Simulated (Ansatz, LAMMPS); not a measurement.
# Structural relaxation of a frame of liquid mixture of dimethyl sulfoxide and H2O from 300 K (89 atoms)

Aim: bring a frame of liquid mixture of dimethyl sulfoxide and H2O from 300 K (89 atoms) to a nearby minimum of the energy and see what moves.

Method: Kohn-Sham DFT, PBE+D4, PAW (set soft_2), plane waves, in Ansatz 0.2.0.

Report form: the programs' logs are mostly left out.

### Step 1. Starting point

The cell holds 89 atoms: 16 C, 8 S, 11 O and 54 H. Cell: a = 10.111 Å, b = 10.111 Å, c = 10.111 Å, α = 90.0°, β = 90.0°, γ = 90.0°. 8 dimethyl sulfoxide, 3 H2O placed at random, at 1.09 g/cm³; overlaps pushed apart, then 10 ps at 450 K with MMFF94 bonds, angles, torsions, charges and radii (Halgren, J. Comput. Chem. 17, 490 (1996)) in harmonic and 12-6 forms; SPC/E water (Berendsen, Grigera and Straatsma, J. Phys. Chem. 91, 6269 (1987)). Snapshot after 20 ps at 300 K and fixed volume.

What the set-up can't give: The network of contacts between molecules at the start is that of the classical potential that made the cell. The density was typed from a rule of thumb and may lie off the real one at this temperature. Sampling is at Γ alone, for a cell whose shortest periodic width is 10 Å.

### Step 2. Making the structure

A classical potential makes the cell, at a small fraction of what the same run would cost in DFT.

This step: classical MD, MMFF94 bonds, angles, torsions, charges and radii (Halgren, J. Comput. Chem. 17, 490 (1996)) in harmonic and 12-6 forms; SPC/E water (Berendsen, Grigera and Straatsma, J. Phys. Chem. 91, 6269 (1987)) (LAMMPS 22 Jul 2025 - Update 4).

The input, in.lmp:

```
# liquid mixture of dimethyl sulfoxide and H2O
units real
atom_style full
boundary p p p
bond_style harmonic
angle_style harmonic
dihedral_style opls
improper_style harmonic
special_bonds lj 0 0 0.5 coul 0 0 0.75
read_data data.lmp
neigh_modify delay 0 every 1 check yes one 4000
comm_modify cutoff 12.0
timestep 0.5
thermo_style custom step time temp pe press density
thermo_modify norm yes
# push overlapping molecules apart
pair_style soft 2.6
pair_coeff * * 0.0
variable a equal ramp(1,60)
fix ad all adapt 1 pair soft a * * v_a
velocity all create 450 514911 mom yes dist gaussian
fix lim all nve/limit 0.03
fix lan all langevin 450 450 50 514912 zero yes
thermo 1000
run 3000 post no
unfix ad
pair_style lj/cut/coul/long 9.0
pair_modify mix arithmetic tail yes
pair_coeff 1 1 0.0678 3.3680   # C
pair_coeff 2 2 0.2681 3.6400   # S
pair_coeff 3 3 0.0763 2.9870   # O
pair_coeff 4 4 0.0216 2.5400   # H
pair_coeff 5 5 0.1553 3.1660   # O
pair_coeff 6 6 0.0000 1.0000   # H
# [... 19 lines left out ...]
compute msd all msd com yes
thermo 5000
fix md all nvt temp 300 300 100
run 20000 post no
print "== T300: mean square displacement over the hold $(c_msd[4]:%.2f) A^2"
unfix md
uncompute msd
write_dump all custom T300.dump id type xs ys zs modify sort id
```

The run is started by

```sh
lmp -in in.lmp -log none -nocite
```

It took 11 s on 1 thread of Arm Neoverse V2, shared host; peak memory 0.12 GiB.

The input also reads data.lmp (atoms, bonds and types; not printed here).

### Step 3. Single point at the start

A single point comes first, to see the forces before anything moves.

The input, input.yaml:

```yaml
crystal:
  lattice:
    - [10.1107, 0.0, 0.0]
    - [0.0, 10.1107, 0.0]
    - [0.0, 0.0, 10.1107]
  atoms:
    - { symbol: C, position: [0.46122, 0.15246, 0.61303] }
    - { symbol: S, position: [0.38061, 0.31713, 0.60158] }
    - { symbol: C, position: [0.23969, 0.25899, 0.50904] }
    - { symbol: O, position: [0.33383, 0.34204, 0.7351] }
    - { symbol: H, position: [0.47171, 0.12092, 0.50628] }
    - { symbol: H, position: [0.38734, 0.08965, 0.67101] }
    - { symbol: H, position: [0.56437, 0.15655, 0.65803] }
    - { symbol: H, position: [0.17936, 0.34262, 0.47994] }
[... 77 atom lines left out ...]
    - { symbol: H, position: [0.97033, 0.94684, 0.47781] }
    - { symbol: O, position: [0.71627, 0.80889, 0.12089] }
    - { symbol: H, position: [0.63339, 0.85904, 0.10094] }
    - { symbol: H, position: [0.7003, 0.71219, 0.1076] }
kpoints:
  mp_grid: { grid: [1, 1, 1] }
hamiltonian:
  xc: pbe
  dispersion: d4
scf:
  occupations: { method: fixed }
output:
  forces: true
  stress: true
  populations: true
  dos:
    method: { smearing: { sigma: 0.15 } }
    de: 0.1
    projected: { site_lists: { C: [C], H: [H], O: [O], S: [S] } }
  eigenvalues: true
```

The run is started by

```sh
ansatz run input.yaml --threads 4 --pin off --max-ram 8192MiB --backend cpu --events-out ev --progress --plain --runs-dir out
```

The job ended after 7.5 s (4 threads of Arm Neoverse V2, shared host; peak memory 1 GiB).

The run gave:

| Quantity | Value |
| --- | --- |
| free energy | -18334.4330 eV |
| free energy per atom | -206.0049 eV/atom |
| SCF cycles | 10 |
| pressure | 0.2264 GPa |
| r.m.s. force component | 0.7411 eV/Å |
| longest force | 3.339 eV/Å |
| Fermi energy | 0.06806 eV |
| gap (highest filled to lowest empty level) | 3.586 eV |
| spilling of the projection | 0.01779 |

The r.m.s. force component of 0.74 eV/Å and the pressure of 0.23 GPa set the starting point.

Neighbours are counted within 1.34 Å (H-C), 1.21 Å (H-O), 2.21 Å (C-S), 1.93 Å (O-S).

Length of the force by element and coordination:

```
element  coordination  atoms  mean length of the force (eV/Å)  spread  least   most
      C           all     16                             1.57   0.722  0.540   3.15
      H           all     54                            0.930   0.546  0.283   2.85
      O           all     11                            0.979   0.808  0.438   3.34
      O             1      8                             1.12   0.903  0.438   3.34
      O             2      3                            0.592   0.118  0.471  0.752
      S           all      8                             1.30   0.751  0.645   3.00
```

### Step 4. Relaxation

With the cell held, the atoms are moved downhill towards a nearby minimum.

input.yaml, the sections that differ from step 3:

```yaml
output:
  forces: true
relax:
  f_tol: 0.03
  max_steps: 200
# crystal, kpoints, hamiltonian, scf: as in step 3
```

Wall time 3.1 min (4 threads); peak memory 0.94 GiB; 12 min of CPU time.

Relaxation path (22 of 48):

```
step  energy less that of the first step (eV)  largest force component (eV/Å)
   1                                   0.0000                          3.0535
   3                                  -2.7544                          1.6337
   5                                  -3.1765                          0.4500
   8                                  -3.4164                          0.3065
  10                                  -3.5203                          0.2610
  12                                  -3.6009                          0.5829
  14                                  -3.7300                          0.4086
  17                                  -3.8493                          0.3930
  19                                  -3.8769                          0.2149
  21                                  -3.8876                          0.0644
  23                                  -3.8903                          0.0292
  26                                  -3.8920                          0.0522
  28                                  -3.8938                          0.0958
  30                                  -3.8962                          0.1473
  32                                  -3.8991                          0.2054
  35                                  -3.9040                          0.1157
  37                                  -3.9071                          0.1205
  39                                  -3.9102                          0.0496
  41                                  -3.9118                          0.0736
  44                                  -3.9131                          0.0184
  46                                  -3.9161                          0.1024
  48                                  -3.9182                          0.0242
```

The atoms that moved most (Å):

```
atom      dx      dy      dz  length
 H48   0.274  -1.354  -0.757   1.575
 H46  -0.312   1.479   0.096   1.515
 H16  -1.097   0.254   0.977   1.490
 H25   1.480  -0.160   0.059   1.489
 H75   0.721   0.010   1.268   1.459
 O14   1.269   0.465  -0.525   1.450
  H9  -0.328  -0.080  -1.340   1.382
  H6  -0.836  -0.196  -1.062   1.366
```

The relaxation changed the energy by -44.0 meV/atom, and atoms moved by 0.85 Å r.m.s., 1.6 Å at most.

### Step 5. Local order after relaxation

Bonds before and after, by the cutoffs listed below:

```
pair  bonds before  bonds after  mean before (Å)  mean after (Å)  spread before (Å)  spread after (Å)
 H-C            48           48            1.103           1.097              0.033             0.001
 H-O             6            6            1.000           0.989              0.000             0.003
 C-S            16           16            1.813           1.807              0.036             0.005
 O-S             8            8            1.502           1.521              0.025             0.005
```

Density 1.09 g/cm³, 11.61 Å³ an atom.

Pair distribution functions g(r), in bins of 0.2 Å:

```
r (Å)  total   H-H    H-C   H-O   H-S   C-C   C-O
 0.90   0.66  0.00   0.00  4.37  0.00  0.00  0.00
 1.10   4.30  0.00  19.73  0.00  0.00  0.00  0.00
 1.30   0.00  0.00   0.00  0.00  0.00  0.00  0.00
 1.50   0.49  0.35   0.00  0.00  0.00  0.00  0.00
 1.70   0.72  1.70   0.00  0.44  0.00  0.00  0.00
 1.90   1.50  2.46   0.00  0.82  0.00  0.00  0.00
 2.10   0.00  0.00   0.00  0.00  0.00  0.00  0.00
 2.30   0.84  0.41   0.00  0.89  5.05  0.00  0.00
 2.50   0.84  0.81   0.00  1.48  2.92  0.00  0.00
 2.70   1.02  1.05   0.31  0.96  0.13  3.48  5.20
 2.90   1.20  0.80   1.60  2.95  0.90  0.00  0.00
 3.10   0.75  1.25   0.68  0.64  0.48  0.00  0.00
 3.30   0.74  0.88   1.00  0.64  0.44  0.00  1.25
 3.50   0.96  0.69   1.21  1.00  1.19  0.27  3.25
 3.70   1.06  0.82   1.40  1.99  0.28  0.45  2.05
 3.90   1.07  1.08   1.00  1.22  0.94  1.67  0.76
 4.10   1.00  1.10   1.10  0.99  0.74  1.74  0.42
 4.30   1.02  0.99   0.82  1.01  1.39  0.87  0.89
 4.50   1.07  1.18   0.87  0.92  1.11  0.31  0.94
 4.70   1.02  1.04   0.84  0.78  1.47  2.03  0.53
 4.90   0.98  0.93   1.05  0.70  1.16  0.79  0.88
```

Bonds by pair of elements; cutoffs follow the first minimum of g(r), held within bounds set by covalent radii, and pairs that aren't listed don't count as bonded:

```
pair A-B  cutoff (Å)  bonds  mean length (Å)  spread (Å)  shortest (Å)  B about A  A about B
     H-C        1.34     48             1.10       0.001          1.09      0.889          3
     H-O        1.21      6            0.989       0.003         0.983      0.111      0.545
     C-S        2.21     16             1.81       0.005          1.80          1          2
     O-S        1.93      8             1.52       0.005          1.52      0.727          1
```

How many atoms have how many bonded neighbours:

```
element  mean   1  2  3   4
      C     4   0  0  0  16
      H     1  54  0  0   0
      O  1.27   8  3  0   0
      S     3   0  0  8   0
```

Bond angles (no mean is given where the spread exceeds 20°):

```
angle  count  mean (°)  spread (°)
H-C-H     48       110         0.9
H-C-S     48       108         1.3
C-S-O     16       107         0.5
C-S-C      8      97.4         0.9
H-O-H      3       104         1.6
```

Bond length by coordination (bonds to H left out):

```
element  coordination  atoms  mean bond length (Å)
      O             1      8                  1.52
```

Counting bonds as in the table, all C atoms have 4, all H atoms have 1, 73 % of O atoms have 1 and all S atoms have 3 bonded neighbours. The H-C-H angle averages 110° with a spread of 0.9°.

[end of part 1 of 2]

[Logs are printed without paths, hosts, clocks, repeated set-up lines and the standing remarks that a program may print on its own settings, such as how far it seeks lower states.]

[Hosts, paths, dates, database ids (printed as entryN), source tags and the programs' standing remarks are cut or masked in the printed files.]

[The MMFF94 radii named for the starting cell were scaled by 0.96; in molecules described by MMFF94, hydrogen bound to N, O or S took a small fixed 12-6 site in their place.]
